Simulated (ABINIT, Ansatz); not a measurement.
Records of electronic-structure calculations.

```
A GW chain in ABINIT: SiC (P6_3mc)
1.0
     3.07662    0.00000    0.00000
    -1.53831    2.66443    0.00000
     0.00000    0.00000   15.09808
Si C
6 6
Direct
  0.33333 0.66667 0.83299
  0.66667 0.33333 0.33299
  0.66667 0.33333 0.66650
  0.33333 0.66667 0.16650
  0.00000 0.00000 0.49973
  0.00000 0.00000 0.99973
  0.00000 0.00000 0.87437
  0.00000 0.00000 0.37437
  0.33333 0.66667 0.70800
  0.66667 0.33333 0.20800
  0.66667 0.33333 0.54152
  0.33333 0.66667 0.04152
# method: RPA screening on PBE, plane waves, norm-conserving pseudopotentials (and 2 further levels or steps)
# program: ABINIT 10.8.3
# settings: cutoff 37 Ha, PseudoDojo scalar-relativistic 0.4.1 standard, norm-conserving, ngkpt (6, 6, 1), nband 818, ecuteps 10 Ha, inclvkb 2, shiftk (0, 0, 0), symchi 1, awtr 1, frequency ppm, 6×6×1 k-mesh
# cost: 5 runs, 52 min in all on 16 MPI ranks of AMD EPYC 7R43, shared host
# notes: The program’s warnings: nproc spkpt=  >= nkpt= * nsppol=. The cell and positions are those that the Materials Project relaxed with its own functionals (PBE, PBE+U or r2SCAN), kept fixed. The 6×6×1 mesh is coarse for this cell, which bears on the long-range parts of exchange and screening.
# PBE gap: 2.02 eV, indirect
# G0W0 gap on the mesh: 2.80 eV
# GW settings: 6×6×1 mesh, 818 bands, screening to 272.1 eV, Godby-Needs plasmon pole
# known limits: short of the basis limit; coarse k mesh
```

[Long decimals in the printed logs are rounded to 6 places.]

[Logs are printed without paths, hosts, clocks, repeated set-up lines and the standing remarks that a program may print on its own settings, such as how far it seeks lower states.]

[Paths, hosts, dates, memory and timing lines, banners, echoed tables and standing remarks are left out of the program output; an Ansatz launch command may be rebuilt from the run's recorded settings. Measured values are a selection of at most five: reports struck by readers or far from the other reports are left out. None is set beside runs whose start may be inverted or whose files or cutoffs have a known fault.]

[Runs of the session that timed out or met a known fault of the program may be left out.]

[Hosts, paths, dates, database ids (printed as entryN), source tags and the programs' standing remarks are cut or masked in the printed files.]

[G0W0 gaps are taken among the corrected bands and points alone; a level outside them can change the order at an edge.]

[Where Ansatz stands beside ABINIT at settings called matched, ABINIT's density can come from a denser mesh and the files from another edition; pairs whose starting gaps differed by over 0.03 eV were left out, so agreement reads better than it is.]
